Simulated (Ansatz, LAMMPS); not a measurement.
# Static equation of state of glassy 83GeO2-8Al2O3-8SrO (mol %) (111 atoms)

Density of this cell: 3.90 g/cm³. The cell holds 111 atoms: 30 Ge, 6 Al, 3 Sr and 72 O. Cell: a = 11.555 Å, b = 11.909 Å, c = 11.640 Å, α = 91.6°, β = 89.7°, γ = 91.5°. The starting structure: 111 atoms (30 Ge, 6 Al, 3 Sr, 72 O) placed at random at 3.7 g/cm³, melted at 4000 K for 10 ps at fixed volume with the Morse and Coulomb pair potential with partial charges (Pedone, Malavasi, Menziani, Cormack and Segre, J. Phys. Chem. B 110, 11780 (2006)). Quenched from 4000 K to 300 K at 10 K/ps and fixed volume, held 10 ps at zero pressure.

Calculated with Ansatz 0.2.0: Kohn-Sham DFT, PBE, PAW (set soft_1), plane waves; cutoff 420 eV, Γ point, gaussian smearing of 0.025 eV. Cell and atoms were relaxed first, to V0 = 14.420 Å³ an atom at a residual P0 = 0.017 GPa. The cell was then scaled evenly, and the atoms were relaxed at each volume.

| volume (Å³/atom) | pressure (GPa) |
| --- | --- |
| 12.978 | 5.905 |
| 13.555 | ? |
| 13.988 | 1.645 |
| 14.853 | -1.596 |
| 15.286 | -2.950 |

Task: Fit the third-order Birch–Murnaghan equation to the rows given and interpolate to the withheld row.

Worked fit:

Take the Eulerian strain f = ½[(V0/V)^(2/3) − 1] and the normalised pressure F = (P − P0) / [3f(1 + 2f)^(5/2)]. The third-order Birch–Murnaghan equation is then the line F = B0 + (3/2)B0(B′ − 4) f, so u = f and v = F.

| u = f | v = F (GPa) |
| --- | --- |
| 0.0363830 | 45.2567 |
| 0.0102565 | 50.2829 |
| -0.00975650 | 57.9092 |
| -0.0190507 | 57.2151 |

With n = 4: mean u = 0.00445807, mean v = 52.6660, Σ(u − ū)² = 0.0018075, Σ(u − ū)(v − v̄) = -0.43183. Slope b = -0.43183 / 0.0018075 = -238.91; intercept a = v̄ − b ū = 53.731.

So B0 = a = 53.7 GPa and B′ = 4 + 2b/(3a) = 1.04. At the withheld volume f = 0.02106, F = a + b f = 48.70 GPa, and P = P0 + 3f(1 + 2f)^(5/2) F.

Prediction at 13.555: 3.428 GPa. The run gave 3.423 GPa, so the fit is high by 0.0048 GPa (0.14 % of the value).

The series isn't one smooth equation of state: even a line fitted to all rows, the withheld one included, misses F by up to 3.2 %, the count of bonds changes along the series and an atom moves over 0.5 Å in some relaxation. B0 and B′ are then only the numbers of this fit, not moduli of the material. Among the rows given, the largest miss of the fit is at 15.286, by 0.055 GPa (0.63 % of the range of the table).

Limits: Static cells at zero temperature; the cell shape is held. The program notes that the SCF threshold of these relaxations is loose for the stress. The quench rate of 10 K/ps is many orders above laboratory rates, so the cell is likely richer in defects and strain than a real sample. The network of bonds at the start is that of the classical potential that made the cell, and needn't be the one that DFT or experiment would give. Only the Γ point is sampled, in a cell whose shortest periodic width is 12 Å.

[Hosts, paths, dates, database ids (printed as entryN), source tags and the programs' standing remarks are cut or masked in the printed files.]
